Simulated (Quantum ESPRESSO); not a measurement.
## Mn3GaC: a ladder in the k mesh

Aim: see how far moments and order energies of Mn3GaC move with the k mesh, and what each rung costs.

Calculated with Quantum ESPRESSO 7.5; LDA; plane waves with GBRV 1.5 LDA potentials, no spin-orbit coupling (settings of the first rung).

Report form: the programs' logs are mostly left out.

## 1. Set-up

It takes space group Pm-3m (No. 221, cubic). Conventional cell: a = 3.896 Å, b = 3.896 Å, c = 3.896 Å, α = 90.00°, β = 90.00°, γ = 90.00°. Mn has 2 C at 1.95 Å and 8 Mn at 2.75 Å and 4 Ga at 2.75 Å nearest. Ga has 12 Mn at 2.75 Å nearest. Nearest to C lie 6 Mn at 1.95 Å. Farther neighbours are not listed.

Coordinates:

```cif
data_structure
_symmetry_space_group_name_H-M 'Pm-3m'
_symmetry_Int_Tables_number 221
_cell_length_a 3.8960
_cell_length_b 3.8960
_cell_length_c 3.8960
_cell_angle_alpha 90.000
_cell_angle_beta 90.000
_cell_angle_gamma 90.000
_cell_volume 59.14
loop_
_atom_site_label
_atom_site_type_symbol
_atom_site_symmetry_multiplicity
_atom_site_Wyckoff_symbol
_atom_site_fract_x
_atom_site_fract_y
_atom_site_fract_z
_atom_site_occupancy
Mn1 Mn 3 c 0.00000 0.50000 0.50000 1
Ga1 Ga 1 a 0.00000 0.00000 0.00000 1
C1 C 1 b 0.50000 0.50000 0.50000 1
```

The cell comes from the Crystallography Open Database.

## 2. Rung 1, start ferro +++

Contents of pw.in:

```
&CONTROL
  calculation = 'scf'
  prefix = 'pwscf'
  outdir = './tmp'
  pseudo_dir = './pseudo'
  disk_io = 'nowf'
/
&SYSTEM
  ibrav = 0
  celldm(1) = 8
  nat = 5
  ntyp = 3
  ecutwfc = 40
  ecutrho = 280
  nbnd = 50
  occupations = 'smearing'
  smearing = 'fd'
  degauss = 0.00734986
  nspin = 2
  starting_magnetization(1) = 0.2333
  starting_magnetization(2) = 0
  starting_magnetization(3) = 0
/
&ELECTRONS
  conv_thr = 1d-08
  electron_maxstep = 150
  mixing_beta = 0.3
/
ATOMIC_SPECIES
Mn     54.9380 mn_lda_v1.5.uspp.F.UPF
Ga     69.7230 ga_lda_v1.4.uspp.F.UPF
C      12.0110 c_lda_v1.2.uspp.F.UPF
CELL_PARAMETERS alat
   0.9202966226928    0.0000000000000    0.0000000000000
   0.0000000000000    0.9202966226928    0.0000000000000
   0.0000000000000    0.0000000000000    0.9202966226928
ATOMIC_POSITIONS crystal
Mn      0.0000000000    0.5000000000    0.5000000000
Mn      0.5000000000    0.0000000000    0.5000000000
Mn      0.5000000000    0.5000000000    0.0000000000
Ga      0.0000000000    0.0000000000    0.0000000000
C       0.5000000000    0.5000000000    0.5000000000
K_POINTS automatic
2 2 2 0 0 0
```

Launch:

```sh
> OMP_NUM_THREADS=1 mpirun -n 2 pw.x -in pw.in > pw.out
```

The job ended after 9.7 s (2 MPI ranks of Intel Xeon 6975P-C (Granite Rapids), shared host; peak memory 0.23 GiB).

Spin moment in the atom's sphere by atom:

| atom | spin moment in the atom's sphere (μB) |
| --- | --- |
| Mn1 | 1.44 |
| Mn2 | 1.44 |
| Mn3 | 1.44 |
| Ga4 | -0.05 |
| C5 | -0.14 |

Numbers from this step:

* magnetization: 4.792 μB
* final state: ferromagnetic

## 3. Rung 1, start ferri ++-

pw.in: that of step 2 with these lines changed.

```diff
@@ -11,6 +11,6 @@
   nat = 5
-  ntyp = 3
+  ntyp = 4
   ecutwfc = 40
   ecutrho = 280
-  nbnd = 50
+  nbnd = 46
   occupations = 'smearing'
@@ -20,4 +20,5 @@
   starting_magnetization(1) = 0.2333
-  starting_magnetization(2) = 0
+  starting_magnetization(2) = -0.2333
   starting_magnetization(3) = 0
+  starting_magnetization(4) = 0
 /
@@ -29,3 +30,4 @@
 ATOMIC_SPECIES
-Mn     54.9380 mn_lda_v1.5.uspp.F.UPF
+Mn1    54.9380 mn_lda_v1.5.uspp.F.UPF
+Mn2    54.9380 mn_lda_v1.5.uspp.F.UPF
 Ga     69.7230 ga_lda_v1.4.uspp.F.UPF
@@ -37,5 +39,5 @@
 ATOMIC_POSITIONS crystal
-Mn      0.0000000000    0.5000000000    0.5000000000
-Mn      0.5000000000    0.0000000000    0.5000000000
-Mn      0.5000000000    0.5000000000    0.0000000000
+Mn1     0.0000000000    0.5000000000    0.5000000000
+Mn1     0.5000000000    0.0000000000    0.5000000000
+Mn2     0.5000000000    0.5000000000    0.0000000000
 Ga      0.0000000000    0.0000000000    0.0000000000
```

Run time: 15 s. Hardware: 2 MPI ranks; peak memory 0.24 GiB.

Spin moment in the atom's sphere by atom:

| atom | spin moment in the atom's sphere (μB) |
| --- | --- |
| Mn1 | 1.37 |
| Mn2 | 1.37 |
| Mn3 | -1.89 |
| Ga4 | -0.02 |
| C5 | -0.03 |

Numbers from this step:

* magnetization: 0.937 μB
* final state: ferrimagnetic

## 4. Rung 2, start ferro +++

Contents of pw.in:

```
&CONTROL
  calculation = 'scf'
  prefix = 'pwscf'
  outdir = './tmp'
  pseudo_dir = './pseudo'
  disk_io = 'nowf'
/
&SYSTEM
  ibrav = 0
  celldm(1) = 8
  nat = 5
  ntyp = 3
  ecutwfc = 40
  ecutrho = 280
  nbnd = 50
  occupations = 'smearing'
  smearing = 'fd'
  degauss = 0.00734986
  nspin = 2
  starting_magnetization(1) = 0.2333
  starting_magnetization(2) = 0
  starting_magnetization(3) = 0
/
&ELECTRONS
  conv_thr = 1d-08
  electron_maxstep = 150
  mixing_beta = 0.3
/
ATOMIC_SPECIES
Mn     54.9380 mn_lda_v1.5.uspp.F.UPF
Ga     69.7230 ga_lda_v1.4.uspp.F.UPF
C      12.0110 c_lda_v1.2.uspp.F.UPF
CELL_PARAMETERS alat
   0.9202966226928    0.0000000000000    0.0000000000000
   0.0000000000000    0.9202966226928    0.0000000000000
   0.0000000000000    0.0000000000000    0.9202966226928
ATOMIC_POSITIONS crystal
Mn      0.0000000000    0.5000000000    0.5000000000
Mn      0.5000000000    0.0000000000    0.5000000000
Mn      0.5000000000    0.5000000000    0.0000000000
Ga      0.0000000000    0.0000000000    0.0000000000
C       0.5000000000    0.5000000000    0.5000000000
K_POINTS automatic
4 4 4 0 0 0
```

Launch:

```sh
> OMP_NUM_THREADS=1 mpirun -n 2 pw.x -nk 2 -in pw.in > pw.out
```

It took 14 s on 2 MPI ranks; peak memory 0.21 GiB.

This step gave:

```
magnetization  : 4.716 μB
final state    : ferromagnetic
largest moment : 1.431 μB
```

## 5. Rung 2, start ferri ++-

pw.in: that of step 4 with these lines changed.

```diff
@@ -11,6 +11,6 @@
   nat = 5
-  ntyp = 3
+  ntyp = 4
   ecutwfc = 40
   ecutrho = 280
-  nbnd = 50
+  nbnd = 46
   occupations = 'smearing'
@@ -20,4 +20,5 @@
   starting_magnetization(1) = 0.2333
-  starting_magnetization(2) = 0
+  starting_magnetization(2) = -0.2333
   starting_magnetization(3) = 0
+  starting_magnetization(4) = 0
 /
@@ -29,3 +30,4 @@
 ATOMIC_SPECIES
-Mn     54.9380 mn_lda_v1.5.uspp.F.UPF
+Mn1    54.9380 mn_lda_v1.5.uspp.F.UPF
+Mn2    54.9380 mn_lda_v1.5.uspp.F.UPF
 Ga     69.7230 ga_lda_v1.4.uspp.F.UPF
@@ -37,5 +39,5 @@
 ATOMIC_POSITIONS crystal
-Mn      0.0000000000    0.5000000000    0.5000000000
-Mn      0.5000000000    0.0000000000    0.5000000000
-Mn      0.5000000000    0.5000000000    0.0000000000
+Mn1     0.0000000000    0.5000000000    0.5000000000
+Mn1     0.5000000000    0.0000000000    0.5000000000
+Mn2     0.5000000000    0.5000000000    0.0000000000
 Ga      0.0000000000    0.0000000000    0.0000000000
```

Elapsed: 26 s, on 2 MPI ranks; peak memory 0.31 GiB.

This step gave:

```yaml
magnetization: 0.632 μB
final_state: ferrimagnetic
largest_moment: 1.813 μB
```

## 6. Rung 3, start ferro +++

Contents of pw.in:

```
&CONTROL
  calculation = 'scf'
  prefix = 'pwscf'
  outdir = './tmp'
  pseudo_dir = './pseudo'
  disk_io = 'nowf'
/
&SYSTEM
  ibrav = 0
  celldm(1) = 8
  nat = 5
  ntyp = 3
  ecutwfc = 40
  ecutrho = 280
  nbnd = 50
  occupations = 'smearing'
  smearing = 'fd'
  degauss = 0.00734986
  nspin = 2
  starting_magnetization(1) = 0.2333
  starting_magnetization(2) = 0
  starting_magnetization(3) = 0
/
&ELECTRONS
  conv_thr = 1d-08
  electron_maxstep = 150
  mixing_beta = 0.3
/
ATOMIC_SPECIES
Mn     54.9380 mn_lda_v1.5.uspp.F.UPF
Ga     69.7230 ga_lda_v1.4.uspp.F.UPF
C      12.0110 c_lda_v1.2.uspp.F.UPF
CELL_PARAMETERS alat
   0.9202966226928    0.0000000000000    0.0000000000000
   0.0000000000000    0.9202966226928    0.0000000000000
   0.0000000000000    0.0000000000000    0.9202966226928
ATOMIC_POSITIONS crystal
Mn      0.0000000000    0.5000000000    0.5000000000
Mn      0.5000000000    0.0000000000    0.5000000000
Mn      0.5000000000    0.5000000000    0.0000000000
Ga      0.0000000000    0.0000000000    0.0000000000
C       0.5000000000    0.5000000000    0.5000000000
K_POINTS automatic
6 6 6 0 0 0
```

The job ended after 24 s (2 MPI ranks; peak memory 0.23 GiB).

Numbers from this step:

```yaml
magnetization: 4.656 μB
final_state: ferromagnetic
largest_moment: 1.413 μB
```

## 7. Rung 3, start ferri ++-

pw.in: that of step 6 with these lines changed.

```diff
@@ -11,6 +11,6 @@
   nat = 5
-  ntyp = 3
+  ntyp = 4
   ecutwfc = 40
   ecutrho = 280
-  nbnd = 50
+  nbnd = 46
   occupations = 'smearing'
@@ -20,4 +20,5 @@
   starting_magnetization(1) = 0.2333
-  starting_magnetization(2) = 0
+  starting_magnetization(2) = -0.2333
   starting_magnetization(3) = 0
+  starting_magnetization(4) = 0
 /
@@ -29,3 +30,4 @@
 ATOMIC_SPECIES
-Mn     54.9380 mn_lda_v1.5.uspp.F.UPF
+Mn1    54.9380 mn_lda_v1.5.uspp.F.UPF
+Mn2    54.9380 mn_lda_v1.5.uspp.F.UPF
 Ga     69.7230 ga_lda_v1.4.uspp.F.UPF
@@ -37,5 +39,5 @@
 ATOMIC_POSITIONS crystal
-Mn      0.0000000000    0.5000000000    0.5000000000
-Mn      0.5000000000    0.0000000000    0.5000000000
-Mn      0.5000000000    0.5000000000    0.0000000000
+Mn1     0.0000000000    0.5000000000    0.5000000000
+Mn1     0.5000000000    0.0000000000    0.5000000000
+Mn2     0.5000000000    0.5000000000    0.0000000000
 Ga      0.0000000000    0.0000000000    0.0000000000
```

Wall time 50 s (2 MPI ranks); peak memory 0.36 GiB.

Numbers from this step:

```yaml
magnetization: 0.653 μB
final_state: ferrimagnetic
largest_moment: 1.808 μB
```

## 8. Rung 5, start ferro +++

Contents of pw.in:

```
&CONTROL
  calculation = 'scf'
  prefix = 'pwscf'
  outdir = './tmp'
  pseudo_dir = './pseudo'
  disk_io = 'nowf'
/
&SYSTEM
  ibrav = 0
  celldm(1) = 8
  nat = 5
  ntyp = 3
  ecutwfc = 40
  ecutrho = 280
  nbnd = 50
  occupations = 'smearing'
  smearing = 'fd'
  degauss = 0.00734986
  nspin = 2
  starting_magnetization(1) = 0.2333
  starting_magnetization(2) = 0
  starting_magnetization(3) = 0
/
&ELECTRONS
  conv_thr = 1d-08
  electron_maxstep = 150
  mixing_beta = 0.3
/
ATOMIC_SPECIES
Mn     54.9380 mn_lda_v1.5.uspp.F.UPF
Ga     69.7230 ga_lda_v1.4.uspp.F.UPF
C      12.0110 c_lda_v1.2.uspp.F.UPF
CELL_PARAMETERS alat
   0.9202966226928    0.0000000000000    0.0000000000000
   0.0000000000000    0.9202966226928    0.0000000000000
   0.0000000000000    0.0000000000000    0.9202966226928
ATOMIC_POSITIONS crystal
Mn      0.0000000000    0.5000000000    0.5000000000
Mn      0.5000000000    0.0000000000    0.5000000000
Mn      0.5000000000    0.5000000000    0.0000000000
Ga      0.0000000000    0.0000000000    0.0000000000
C       0.5000000000    0.5000000000    0.5000000000
K_POINTS automatic
10 10 10 0 0 0
```

Elapsed: 58 s, on 2 MPI ranks; peak memory 0.41 GiB; 1.9 min of CPU time.

Read from the output:

```yaml
magnetization: 4.671 μB
final_state: ferromagnetic
largest_moment: 1.417 μB
```

## 9. Rung 5, start ferri ++-

pw.in: that of step 8 with these lines changed.

```diff
@@ -11,6 +11,6 @@
   nat = 5
-  ntyp = 3
+  ntyp = 4
   ecutwfc = 40
   ecutrho = 280
-  nbnd = 50
+  nbnd = 46
   occupations = 'smearing'
@@ -20,4 +20,5 @@
   starting_magnetization(1) = 0.2333
-  starting_magnetization(2) = 0
+  starting_magnetization(2) = -0.2333
   starting_magnetization(3) = 0
+  starting_magnetization(4) = 0
 /
@@ -29,3 +30,4 @@
 ATOMIC_SPECIES
-Mn     54.9380 mn_lda_v1.5.uspp.F.UPF
+Mn1    54.9380 mn_lda_v1.5.uspp.F.UPF
+Mn2    54.9380 mn_lda_v1.5.uspp.F.UPF
 Ga     69.7230 ga_lda_v1.4.uspp.F.UPF
@@ -37,5 +39,5 @@
 ATOMIC_POSITIONS crystal
-Mn      0.0000000000    0.5000000000    0.5000000000
-Mn      0.5000000000    0.0000000000    0.5000000000
-Mn      0.5000000000    0.5000000000    0.0000000000
+Mn1     0.0000000000    0.5000000000    0.5000000000
+Mn1     0.5000000000    0.0000000000    0.5000000000
+Mn2     0.5000000000    0.5000000000    0.0000000000
 Ga      0.0000000000    0.0000000000    0.0000000000
```

It took 2.2 min on 2 MPI ranks; peak memory 0.57 GiB.

Numbers from this step:

```
magnetization  : 0.636 μB
final state    : ferrimagnetic
largest moment : 1.807 μB
```

## 10. An input with a fault

As a test, an input with a fault in it is run.

Contents of pw.in:

```
&CONTROL
  calculation = 'scf'
  prefix = 'pwscf'
  outdir = './tmp'
  pseudo_dir = './pseudo'
  disk_io = 'nowf'
/
&SYSTEM
  ibrav = 0
  nat = 6
  ntyp = 3
  ecutwfc = 40
  ecutrho = 280
  nbnd = 50
  occupations = 'smearing'
  smearing = 'fd'
  degauss = 0.00734986
  nspin = 2
  starting_magnetization(1) = 0.2333
  starting_magnetization(2) = 0
  starting_magnetization(3) = 0
/
&ELECTRONS
  conv_thr = 1d-08
  electron_maxstep = 50
  mixing_beta = 0.3
/
ATOMIC_SPECIES
Mn     54.9380 mn_lda_v1.5.uspp.F.UPF
Ga     69.7230 ga_lda_v1.4.uspp.F.UPF
C      12.0110 c_lda_v1.2.uspp.F.UPF
CELL_PARAMETERS angstrom
   3.8960000000    0.0000000000    0.0000000000
   0.0000000000    3.8960000000    0.0000000000
   0.0000000000    0.0000000000    3.8960000000
ATOMIC_POSITIONS crystal
Mn      0.0000000000    0.5000000000    0.5000000000
Mn      0.5000000000    0.0000000000    0.5000000000
Mn      0.5000000000    0.5000000000    0.0000000000
Ga      0.0000000000    0.0000000000    0.0000000000
C       0.5000000000    0.5000000000    0.5000000000
K_POINTS automatic
10 10 10 0 0 0
```

It took 0.59 s on 2 MPI ranks; peak memory 0.05 GiB.

The input was rejected at the start.

The program's message: “read_cards (6): wrong number of columns in ATOMIC_POSITIONS”

The fault put into the input: a wrong number of atoms.

## 11. The rungs together

Ferrimagnetic means that a moment over 0.15 μB on a transition or rare-earth metal, induced ones included, opposes the net moment. Ladder, by row:

| rung | mesh | state from the first start | state from the second start | second less first (meV a seeded atom) | moment, first (μB) | moment, second (μB) | CPU time (s) |
| --- | --- | --- | --- | --- | --- | --- | --- |
| 1 | 2x2x2 | ferromagnetic | ferrimagnetic | 43.29 | 1.442 | 1.891 | 48.52 |
| 2 | 4x4x4 | ferromagnetic | ferrimagnetic | 29.12 | 1.431 | 1.813 | 78.86 |
| 3 | 6x6x6 | ferromagnetic | ferrimagnetic | 37.79 | 1.413 | 1.808 | 147.7 |
| 5 | 10x10x10 | ferromagnetic | ferrimagnetic | 38.61 | 1.417 | 1.807 | 379.1 |

## 12. Summary of results

```json
{
 "range of the largest moment, first start": "1.41 to 1.44 μB; second start 1.81 to 1.89 μB",
 "range of CPU time": "49 s to 6.3 min",
 "range of the energy difference": "29.1 to 43.3 meV a seeded atom",
 "first rung that agrees with the last (margins below)": "3"
}
```

From rung 3 on the states are those of the last rung, the moments stay within 0.05 μB of it and the difference within 1.9 meV; rung 3 took 39 % of its CPU time. Energies are free energies at an electronic temperature of 1160 K, which lowers moments and differences where the moments are itinerant.

[Logs and program files are shortened in this print: banners, set-up blocks, solver, clock and traceback lines can be left out without a mark of their own.]

[Logs are printed without paths, hosts, clocks, repeated set-up lines and the standing remarks that a program may print on its own settings, such as how far it seeks lower states.]

[Hosts, paths, dates, database ids (printed as entryN), source tags and the programs' standing remarks are cut or masked in the printed files.]

[Where a cell is said to come from a database of computed structures, the database is the Materials Project.]
